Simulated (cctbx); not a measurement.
# Reading a Patterson map

Space group Cmmm (no. 65), a = 9.6150 Å, b = 17.1490 Å, c = 4.0320 Å, α = 90.00°, β = 90.00°, γ = 90.00°, content La6 Sn12 Co18.

The data are simulated with cctbx, not measured: Mo Kα, λ = 0.71073 Å, to d = 0.77 Å, 50 % of the full sphere, strongest reflection 40000 counts, noise from counting, a 4 % proportional error and a noise floor of 4 counts (s.d.); no absorption.

Patterson synthesis from sharpened amplitudes, origin scaled to 1000:

```text
Patterson group C m m m
      u       v       w   height  length (A)
  0.000   0.000   0.000   1000.0     0.00
  0.162   0.500   0.000    456.6     8.72
  0.169   0.170   0.000    382.9     3.33
  0.000   0.330   0.000    323.1     5.66
  0.000   0.337   0.500    199.9     6.12
  0.195   0.500   0.500    171.9     9.01
  0.156   0.153   0.500    170.4     3.63
  0.000   0.155   0.500    159.8     3.34
  0.063   0.251   0.500    141.3     4.80
  0.234   0.078   0.500    138.6     3.30
  0.156   0.344   0.500    134.9     6.41
  0.090   0.404   0.500    127.4     7.27
  0.250   0.250   0.000    113.7     4.92
  0.000   0.500   0.000    108.5     8.57
```

**Question.** Which atom pairs make the peaks, and where is the heaviest atom?

A peak at u stands for all pairs with xi − xj = u, with weight Σ ZiZj against Σ Z² = 62616 at the origin. Peak heights follow these weights only roughly, since form factors, motion and series ripples differ, all vectors within 0.55 Å of a peak are counted as merged into it though the farther ones add only part of their weight, and F(000) is left out, which lowers the whole map:

| u | v | w | shortest length (Å) | height | 1000 ΣZiZj/ΣZ² | pairs in the cell |
| --- | --- | --- | --- | --- | --- | --- |
| 0.162 | 0.500 | 0.000 | 3.25 | 457 | 604 | 8 × La–Sn, 6 × Sn–Sn |
| 0.169 | 0.170 | 0.000 | 3.34 | 383 | 604 | 8 × La–Sn, 6 × Sn–Sn |
| 0.000 | 0.330 | 0.000 | 5.62 | 323 | 769 | 12 × Sn–Sn, 16 × Co–Co, 2 × La–La |
| 0.000 | 0.337 | 0.500 | 5.92 | 200 | 208 | 4 × La–La |
| 0.195 | 0.500 | 0.500 | 3.56 | 172 | 182 | 4 × La–Sn |
| 0.156 | 0.153 | 0.500 | 3.63 | 170 | 182 | 4 × La–Sn |
| 0.000 | 0.155 | 0.500 | 3.34 | 160 | 197 | 8 × La–Co |
| 0.063 | 0.251 | 0.500 | 4.79 | 141 | 259 | 12 × Sn–Co |
| 0.234 | 0.078 | 0.500 | 3.30 | 139 | 197 | 8 × La–Co |
| 0.156 | 0.344 | 0.500 | 4.71 | 135 | 172 | 8 × Sn–Co |

The table stops at ten peaks or at a height of 45, below which ripples compete. In the model behind the data La, the heaviest element, has 2 independent sites: (1/2, 0.1645, 1/2) and (0, 0, 0), up to an allowed shift of origin; the La–La vectors are differences of these positions and their symmetry mates. Elements of similar Z can't be told apart from the map alone. The whole model:

```csv
atom,mult.,x,y,z,Ueq (Å²)
La1,4,1/2,0.1645,1/2,0.0072
La2,2,0,0,0,0.0077
Sn1,8,0.3424,0.3446,1/2,0.0065
Sn2,4,0.3091,0,1/2,0.0059
Co1,8,0.2743,0.0915,0,0.0105
Co2,4,1/2,0.3146,0,0.0099
Co3,4,1/4,1/4,0,0.0079
Co4,2,1/2,0,0,0.0140
```

The model was made for the exercise: a known structure type with other elements put in, its volume estimated, not relaxed; displacement parameters are assumed.

[Logs are printed without paths, hosts, clocks, repeated set-up lines and the standing remarks that a program may print on its own settings, such as how far it seeks lower states.]
